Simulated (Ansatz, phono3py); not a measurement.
# KBr (Fm-3m): solver, mesh and scattering choices in phono3py, part 4 of 5

Aim: with force constants in hand, see how mesh, solver, isotopes and boundaries change the conductivity of KBr.

Experimental results on record:
- thermal conductivity 3.4 W/m/K near room temperature (given in “Combining the AFLOW GIBBS and Elastic Libraries to efficiently and robustly screen thermo-mechanical properties of solids”, 2017, arXiv:1611.05714)
- thermal conductivity 3.4 W/m/K near room temperature (given in “Predicting the lattice thermal conductivity of solids by solving the Boltzmann transport equation: AFLOW - AAPL an automated, accurate and efficient framework”, 2017, arXiv:1611.05481)

phono3py 4.10.0; DFT LDA, scalar-relativistic, plane waves, PAW; phono3py on Ansatz's force constants.

So far, κ at 300 K (W/m/K): step 2 (relaxation-time solution) 5.11; step 16 (solver LBTE) 5.44; step 17 (solver RTA with coherences (SMM19)) 5.17; step 18 (delta function Gaussian, sigma 0.03 THz) 5.17; step 19 (delta function Gaussian, sigma 0.4 THz) 4.74.

## (20) Two-phonon phase space, third order supercell 3×3×3, supercell 6×6×6

The two-phonon density of states counts the channels open to a mode, without matrix elements.

File phono3py.yaml:

```yaml
phono3py:
  version: "4.10.0"
  frequency_unit_conversion_factor: 15.633302
  symmetry_tolerance: 1.00000e-05

physical_unit:
  atomic_mass: "AMU"
  length: "angstrom"

space_group:
  type: "Fm-3m"
  number: 225
  Hall_symbol: "-F 4 2 3"

primitive_matrix:
- [  1.000000000000000,  0.000000000000000,  0.000000000000000 ]
- [  0.000000000000000,  1.000000000000000,  0.000000000000000 ]
- [  0.000000000000000,  0.000000000000000,  1.000000000000000 ]

supercell_matrix:
- [   3,   0,   0 ]
- [   0,   3,   0 ]
- [   0,   0,   3 ]

# [primitive_cell block left out]
unit_cell:
  lattice:
  - [     0.000000000000000,     3.185800612700000,     3.185800612700000 ] # a
  - [     3.185800612700000,     0.000000000000000,     3.185800612700000 ] # b
  - [     3.185800612700000,     3.185800612700000,     0.000000000000000 ] # c
  points:
  - symbol: K # 1
    coordinates: [  0.000000000000000,  0.000000000000000,  0.000000000000000 ]
    mass: 39.098300
    reduced_to: 1
  - symbol: Br # 2
    coordinates: [  0.500000000000000,  0.500000000000000,  0.500000000000000 ]
    mass: 79.904000
    reduced_to: 2

# [supercell block left out]
phonon_supercell_matrix:
- [   6,   0,   0 ]
- [   0,   6,   0 ]
- [   0,   0,   6 ]

# [phonon_primitive_cell block left out]
# [phonon_supercell block left out]
nac:
  born_effective_charge:
  - # 1 (K)
    - [  1.101574671078254,  0.000000000000000,  0.000000000000000 ]
    - [  0.000000000000000,  1.101574671078254,  0.000000000000000 ]
    - [  0.000000000000000,  0.000000000000000,  1.101574671078254 ]
  - # 2 (Br)
    - [ -1.101574671078254,  0.000000000000000,  0.000000000000000 ]
    - [  0.000000000000000, -1.101574671078254,  0.000000000000000 ]
    - [  0.000000000000000,  0.000000000000000, -1.101574671078254 ]
  dielectric_constant:
    - [  2.758116852883250,  0.000000000000000,  0.000000000000000 ]
    - [  0.000000000000000,  2.758116852883250,  0.000000000000000 ]
    - [  0.000000000000000,  0.000000000000000,  2.758116852883250 ]
  unit_conversion_factor: 14.399645
```

Started as:

```
$ phono3py phono3py.yaml --mesh 19 19 19 --jdos --gp 0 --num-freq-points 80
```

The log of the run:

```text
[banner, memory and clock lines left out]
Rust backend (phonors) using rayon (16 threads).
Running in phono3py.load mode.
Spglib version 2.8.0
----------------------------- General settings -----------------------------
Run mode: jdos
HDF5 data compression filter: gzip
Crystal structure was read from "phono3py.yaml".
Supercell (dim): [3 3 3]
Phonon supercell (dim-fc2): [6 6 6]
Primitive matrix:
  [1. 0. 0.]
  [0. 1. 0.]
  [0. 0. 1.]
Spacegroup: Fm-3m (225)
Use -v option to watch primitive cell, unit cell, and supercell structures.
NAC parameters were read from "phono3py.yaml".
fc3 was read from "fc3.hdf5".
fc2 was read from "fc2.hdf5".
----------------------------- Force constants ------------------------------
Max drift of fc3: -0.00000000 (zzz) -0.00000000 (zzz) -0.00000000 (zzz)
Max drift of fc2: 0.00000000 (xx) 0.00000000 (xx)
--------------------------- Calculation settings ---------------------------
Non-analytical term correction (NAC): True
NAC unit conversion factor:  14.39964
BZ integration: Tetrahedron-method
Cutoff frequency: 0.01
Number of frequency sampling points: 80
Mesh sampling: [ 19 19 19 ]
Generating grid system ... [ 19 19 19 ]
  PRB 50, 13035(R) (1994), PRB 55, 10355 (1997)
  G-cutoff distance: 1.03, Number of G-points: 307, Lambda: 0.18
--------------------------------- Joint DOS ---------------------------------
Running harmonic phonon calculations...
======================= Grid point 0 (1/1) =======================
q-point: ( 0.00  0.00  0.00)
Number of triplets: 220
Frequency
  -0.000
   0.000
   0.000
   3.895
   3.895
   3.895
Tetrahedron method is used.
Calculations at 80 frequency points are divided into 8 batches.
1/8: [ 1  2  3  4  5  6  7  8  9 10]
2/8: [11 12 13 14 15 16 17 18 19 20]
3/8: [21 22 23 24 25 26 27 28 29 30]
4/8: [31 32 33 34 35 36 37 38 39 40]
5/8: [41 42 43 44 45 46 47 48 49 50]
6/8: [51 52 53 54 55 56 57 58 59 60]
7/8: [61 62 63 64 65 66 67 68 69 70]
8/8: [71 72 73 74 75 76 77 78 79 80]
JDOS is written into "jdos-m191919-g0.dat".
```

Run time: 5.8 s. Hardware: 16 threads of Arm Neoverse N1, shared host; peak memory 0.21 GiB.

The joint density of states at Gamma by frequency; read off at these points:

| frequency (THz) | absorption class (1/THz) | decay class (1/THz) |
| --- | --- | --- |
| 0.00 | 0 | 0 |
| 0.13 | 14.5 | 9.1e-4 |
| 0.39 | 15.9 | 0.00816 |
| 0.66 | 10.6 | 0.0410 |
| 1.05 | 9.71 | 0.117 |
| 1.18 | 10.4 | 0.148 |
| 1.44 | 7.82 | 0.241 |
| 1.83 | 11.4 | 0.440 |
| 2.10 | 9.09 | 0.630 |
| 2.49 | 7.67 | 1.21 |
| 2.88 | 4.79 | 1.45 |
| 3.28 | 1.59 | 1.77 |
| 3.54 | 0.873 | 3.31 |
| 3.93 | 0.431 | 4.84 |
| 4.33 | 0.228 | 5.12 |
| 4.59 | 0.138 | 4.89 |
| 4.98 | 0 | 5.46 |
| 5.37 | 0 | 9.40 |
| 5.77 | 0 | 11.2 |
| 6.03 | 0 | 11.4 |
| 6.42 | 0 | 7.43 |
| 6.82 | 0 | 4.72 |
| 7.08 | 0 | 5.05 |
| 7.47 | 0 | 3.75 |
| 7.86 | 0 | 7.56 |
| 8.26 | 0 | 10.5 |
| 8.52 | 0 | 2.27 |
| 8.91 | 0 | 1.09 |
| 9.31 | 0 | 0.36 |
| 9.70 | 0 | 0.183 |
| 9.96 | 0 | 0.123 |
| 10.35 | 0 | 0 |

The most distinct maxima of the joint density of states at Gamma (absorption class) lie at 0.39, 1.18 and 1.83 THz, the highest at 0.39 THz.

## (21) Without the dipole term, third order supercell 3×3×3, supercell 6×6×6

Dropping the dipole term tests how much its part of the interpolation matters for κ.

phono3py.yaml is that of step 20.

Started as:

```
$ phono3py phono3py.yaml --mesh 17 17 17 --br --isotope --nonac --ts 100 300
```

The log of the run:

```text
Rust backend (phonors) using rayon (16 threads).
Running in phono3py.load mode.
Spglib version 2.8.0
----------------------------- General settings -----------------------------
Run mode: conductivity-RTA
HDF5 data compression filter: gzip
Crystal structure was read from "phono3py.yaml".
Supercell (dim): [3 3 3]
Phonon supercell (dim-fc2): [6 6 6]
Primitive matrix:
  [1. 0. 0.]
  [0. 1. 0.]
  [0. 0. 1.]
Spacegroup: Fm-3m (225)
Use -v option to watch primitive cell, unit cell, and supercell structures.
fc3 was read from "fc3.hdf5".
fc2 was read from "fc2.hdf5".
----------------------------- Force constants ------------------------------
Max drift of fc3: -0.00000000 (zzz) -0.00000000 (zzz) -0.00000000 (zzz)
Max drift of fc2: 0.00000000 (xx) 0.00000000 (xx)
--------------------------- Calculation settings ---------------------------
BZ integration: Tetrahedron-method
Temperature:  100.0  300.0
Cutoff frequency: 0.01
Mesh sampling: [ 17 17 17 ]
Generating grid system ... [ 17 17 17 ]
fc3-r2q-transformation over three atoms: True
--------------------------- Phonon calculations ----------------------------
Running harmonic phonon calculations...
-------------------- Lattice thermal conductivity (RTA) --------------------
Running heat capacity calculations...
Running velocity calculations...
Running isotope scattering calculations with tetrahedron method...
======================= Grid point 0 (1/165) =======================
q-point: ( 0.00  0.00  0.00)
Boundary mean free path (millimeter): 1000.000
Mass variance parameters: 1.64e-04 1.56e-04
Number of triplets: 165
Frequency     group velocity (x, y, z)     |gv|
  -0.000   (   0.000    0.000    0.000)    0.000
  -0.000   (   0.000    0.000    0.000)    0.000
  -0.000   (   0.000    0.000    0.000)    0.000
   3.895   (   0.000    0.000    0.000)    0.000
   3.895   (   0.000    0.000    0.000)    0.000
   3.895   (   0.000    0.000    0.000)    0.000
======================= Grid point 1 (2/165) =======================
q-point: ( 0.06  0.00  0.00)
Boundary mean free path (millimeter): 1000.000
Mass variance parameters: 1.64e-04 1.56e-04
Number of triplets: 489
Frequency     group velocity (x, y, z)     |gv|
   0.375   ( -13.427   13.427   13.427)   23.255
   0.375   ( -13.427   13.427   13.427)   23.255
   0.474   ( -16.993   16.993   16.993)   29.433
   3.887   (   0.659   -0.659   -0.659)    1.141
   3.887   (   0.659   -0.659   -0.659)    1.141
   4.180   ( -18.253   18.253   18.253)   31.615
[162 grid points left out]
======================= Grid point 1322 (165/165) =======================
q-point: ( 0.71  0.47  0.24)
Boundary mean free path (millimeter): 1000.000
Mass variance parameters: 1.64e-04 1.56e-04
Number of triplets: 1305
Frequency     group velocity (x, y, z)     |gv|
   1.677   (   0.000    9.011    0.964)    9.062
   1.799   (  -0.000   -8.910   -7.076)   11.378
   2.529   (   0.000    5.834   -0.171)    5.836
   3.653   (   0.000   -2.755    0.518)    2.804
   4.130   (  -0.000    2.187    0.470)    2.237
   4.148   (   0.000   -2.069    0.867)    2.244
=================== End of collection of collisions ===================
----------- Thermal conductivity (W/m-k) with tetrahedron method -----------
#  T(K)        xx         yy         zz         yz         xz         xy
  100.0      16.145     16.145     16.145      0.000     -0.000      0.000
  300.0       5.108      5.108      5.108      0.000     -0.000      0.000

Thermal conductivity related properties were written into
"kappa-m171717.hdf5".
Summary of calculation was written in "phono3py.yaml".
```

Run time: 17 s. Hardware: 16 threads; peak memory 0.21 GiB.

Numbers from this step:

* κ at 300 K: 5.108 W/m/K
* κ xx, yy, zz at 300 K: 5.108, 5.108, 5.108 W/m/K

W/m/K. Kappa, by row:

| T (K) | xx | yy | zz | yz | xz | xy |
| --- | --- | --- | --- | --- | --- | --- |
| 100 | 16.15 | 16.15 | 16.15 | 0 | 0 | 0 |
| 300 | 5.108 | 5.108 | 5.108 | 0 | 0 | 0 |

κ at 300 K goes from 5.11 to 5.11 W/(m K). Only the interpolation between the solved wavevectors changes, and the fewer these are, the more it matters.

## (22) A changed mass, third order supercell 3×3×3, supercell 6×6×6

Changing one mass at fixed force constants separates the effect of mass from that of bonding.

phono3py.yaml is that of step 21.

Started as:

```
$ phono3py phono3py.yaml --mesh 17 17 17 --br --mass 39.098 99.880 --ts 100 300
```

The log of the run:

```text
[banner, memory and clock lines left out]
Rust backend (phonors) using rayon (16 threads).
Running in phono3py.load mode.
Spglib version 2.8.0
----------------------------- General settings -----------------------------
Run mode: conductivity-RTA
HDF5 data compression filter: gzip
Crystal structure was read from "phono3py.yaml".
Supercell (dim): [3 3 3]
Phonon supercell (dim-fc2): [6 6 6]
Primitive matrix:
  [1. 0. 0.]
  [0. 1. 0.]
  [0. 0. 1.]
Spacegroup: Fm-3m (225)
Use -v option to watch primitive cell, unit cell, and supercell structures.
NAC parameters were read from "phono3py.yaml".
fc3 was read from "fc3.hdf5".
fc2 was read from "fc2.hdf5".
----------------------------- Force constants ------------------------------
Max drift of fc3: -0.00000000 (zzz) -0.00000000 (zzz) -0.00000000 (zzz)
Max drift of fc2: 0.00000000 (xx) 0.00000000 (xx)
--------------------------- Calculation settings ---------------------------
Non-analytical term correction (NAC): True
NAC unit conversion factor:  14.39964
BZ integration: Tetrahedron-method
Temperature:  100.0  300.0
Cutoff frequency: 0.01
Mesh sampling: [ 17 17 17 ]
Generating grid system ... [ 17 17 17 ]
fc3-r2q-transformation over three atoms: True
--------------------------- Phonon calculations ----------------------------
  PRB 50, 13035(R) (1994), PRB 55, 10355 (1997)
  G-cutoff distance: 1.03, Number of G-points: 307, Lambda: 0.18
Running harmonic phonon calculations...
-------------------- Lattice thermal conductivity (RTA) --------------------
Running heat capacity calculations...
Running velocity calculations...
======================= Grid point 0 (1/165) =======================
q-point: ( 0.00  0.00  0.00)
Boundary mean free path (millimeter): 1000.000
Number of triplets: 165
Frequency     group velocity (x, y, z)     |gv|
  -0.000   (   0.000    0.000    0.000)    0.000
  -0.000   (   0.000    0.000    0.000)    0.000
   0.000   (   0.000    0.000    0.000)    0.000
   3.765   (   0.000    0.000    0.000)    0.000
   3.765   (   0.000    0.000    0.000)    0.000
   3.765   (   0.000    0.000    0.000)    0.000
======================= Grid point 1 (2/165) =======================
q-point: ( 0.06  0.00  0.00)
Boundary mean free path (millimeter): 1000.000
Number of triplets: 489
Frequency     group velocity (x, y, z)     |gv|
   0.344   ( -12.360   12.360   12.360)   21.409
   0.344   ( -12.360   12.360   12.360)   21.409
   0.440   ( -15.751   15.751   15.751)   27.282
   3.755   (   0.755   -0.755   -0.755)    1.307
   3.755   (   0.755   -0.755   -0.755)    1.307
   4.979   (   0.637   -0.637   -0.637)    1.103
[162 grid points left out]
======================= Grid point 1322 (165/165) =======================
q-point: ( 0.71  0.47  0.24)
Boundary mean free path (millimeter): 1000.000
Number of triplets: 1305
Frequency     group velocity (x, y, z)     |gv|
   1.560   (  -0.000    7.974    0.887)    8.024
   1.660   (   0.000   -7.229   -5.461)    9.059
   2.258   (  -0.000    4.511   -0.347)    4.525
   3.638   (   0.000   -1.833    1.090)    2.133
   4.029   (  -0.000    2.454    0.353)    2.479
   4.053   (   0.000   -2.335   -0.150)    2.339
=================== End of collection of collisions ===================
----------- Thermal conductivity (W/m-k) with tetrahedron method -----------
#  T(K)        xx         yy         zz         yz         xz         xy
  100.0      15.481     15.481     15.481      0.000      0.000      0.000
  300.0       4.717      4.717      4.717      0.000      0.000      0.000

Thermal conductivity related properties were written into
"kappa-m171717.hdf5".
Summary of calculation was written in "phono3py.yaml".
```

It took 16 s on 16 threads; peak memory 0.21 GiB; 2.5 min of CPU time.

This step gave:

```
κ at 300 K            : 4.717 W/m/K
κ xx, yy, zz at 300 K : 4.717, 4.717, 4.717 W/m/K
```

W/m/K. Kappa, by row:

| T (K) | xx | yy | zz | yz | xz | xy |
| --- | --- | --- | --- | --- | --- | --- |
| 100 | 15.48 | 15.48 | 15.48 | 0 | 0 | 0 |
| 300 | 4.717 | 4.717 | 4.717 | 0 | 0 | 0 |

Without isotope scattering in either run, κ at 300 K goes from 5.17 to 4.72 W/(m K).

## (23) Mass disorder, third order supercell 3×3×3, supercell 6×6×6

A typed mass variance takes the place of the natural one on the sites of one element, as a model of more or less disorder.

phono3py.yaml is that of step 22.

Started as:

```
$ phono3py phono3py.yaml --mesh 17 17 17 --br --isotope --mv 0.000164 0.03 --ts 100 150 200 300 400 500
```

The log of the run:

```text
[banner, memory and clock lines left out]
Rust backend (phonors) using rayon (16 threads).
Running in phono3py.load mode.
Spglib version 2.8.0
----------------------------- General settings -----------------------------
Run mode: conductivity-RTA
HDF5 data compression filter: gzip
Crystal structure was read from "phono3py.yaml".
Supercell (dim): [3 3 3]
Phonon supercell (dim-fc2): [6 6 6]
Primitive matrix:
  [1. 0. 0.]
  [0. 1. 0.]
  [0. 0. 1.]
Spacegroup: Fm-3m (225)
Use -v option to watch primitive cell, unit cell, and supercell structures.
NAC parameters were read from "phono3py.yaml".
fc3 was read from "fc3.hdf5".
fc2 was read from "fc2.hdf5".
----------------------------- Force constants ------------------------------
Max drift of fc3: -0.00000000 (zzz) -0.00000000 (zzz) -0.00000000 (zzz)
Max drift of fc2: 0.00000000 (xx) 0.00000000 (xx)
--------------------------- Calculation settings ---------------------------
Non-analytical term correction (NAC): True
NAC unit conversion factor:  14.39964
BZ integration: Tetrahedron-method
Temperature:  100.0  150.0  200.0  300.0  400.0 ... 500.0
Cutoff frequency: 0.01
Mesh sampling: [ 17 17 17 ]
Generating grid system ... [ 17 17 17 ]
fc3-r2q-transformation over three atoms: True
--------------------------- Phonon calculations ----------------------------
  PRB 50, 13035(R) (1994), PRB 55, 10355 (1997)
  G-cutoff distance: 1.03, Number of G-points: 307, Lambda: 0.18
Running harmonic phonon calculations...
-------------------- Lattice thermal conductivity (RTA) --------------------
Running heat capacity calculations...
Running velocity calculations...
Running isotope scattering calculations with tetrahedron method...
======================= Grid point 0 (1/165) =======================
q-point: ( 0.00  0.00  0.00)
Boundary mean free path (millimeter): 1000.000
Mass variance parameters: 1.64e-04 3.00e-02
Number of triplets: 165
Frequency     group velocity (x, y, z)     |gv|
  -0.000   (   0.000    0.000    0.000)    0.000
   0.000   (   0.000    0.000    0.000)    0.000
   0.000   (   0.000    0.000    0.000)    0.000
   3.895   (   0.000    0.000    0.000)    0.000
   3.895   (   0.000    0.000    0.000)    0.000
   3.895   (   0.000    0.000    0.000)    0.000
======================= Grid point 1 (2/165) =======================
q-point: ( 0.06  0.00  0.00)
Boundary mean free path (millimeter): 1000.000
Mass variance parameters: 1.64e-04 3.00e-02
Number of triplets: 489
Frequency     group velocity (x, y, z)     |gv|
   0.372   ( -13.371   13.371   13.371)   23.159
   0.372   ( -13.371   13.371   13.371)   23.159
   0.475   ( -17.050   17.050   17.050)   29.531
   3.883   (   0.873   -0.873   -0.873)    1.512
   3.883   (   0.873   -0.873   -0.873)    1.512
   5.149   (   0.859   -0.859   -0.859)    1.488
[162 grid points left out]
======================= Grid point 1322 (165/165) =======================
q-point: ( 0.71  0.47  0.24)
Boundary mean free path (millimeter): 1000.000
Mass variance parameters: 1.64e-04 3.00e-02
Number of triplets: 1305
Frequency     group velocity (x, y, z)     |gv|
   1.701   (  -0.000    8.864    0.987)    8.918
   1.813   (   0.000   -8.072   -6.129)   10.135
   2.523   (  -0.000    5.860   -0.288)    5.868
   3.644   (   0.000   -2.998    0.387)    3.023
   4.130   (  -0.000    2.110    0.315)    2.133
   4.147   (   0.000   -2.009    0.863)    2.187
=================== End of collection of collisions ===================
----------- Thermal conductivity (W/m-k) with tetrahedron method -----------
#  T(K)        xx         yy         zz         yz         xz         xy
  100.0       4.680      4.680      4.680     -0.000     -0.000      0.000
  150.0       3.708      3.708      3.708     -0.000     -0.000      0.000
  200.0       3.137      3.137      3.137     -0.000     -0.000      0.000
  300.0       2.457      2.457      2.457     -0.000     -0.000      0.000
  400.0       2.049      2.049      2.049     -0.000     -0.000      0.000
  500.0       1.770      1.770      1.770     -0.000     -0.000      0.000

Thermal conductivity related properties were written into
"kappa-m171717.hdf5".
Summary of calculation was written in "phono3py.yaml".
```

It took 18 s on 16 threads; peak memory 0.21 GiB; 2.8 min of CPU time.

Numbers from this step:

```yaml
kappa_at_300_k: 2.457 W/m/K
kappa_xx_yy_zz_at_300_k: 2.457, 2.457, 2.457 W/m/K
```

(Continued in part 5 of 5.)

[Logs are printed without paths, hosts, clocks, repeated set-up lines and the standing remarks that a program may print on its own settings, such as how far it seeks lower states.]

[Hosts, paths, dates, database ids (printed as entryN), source tags and the programs' standing remarks are cut or masked in the printed files.]

[A step with changed settings may run another functional than the one named; its input shows which.]
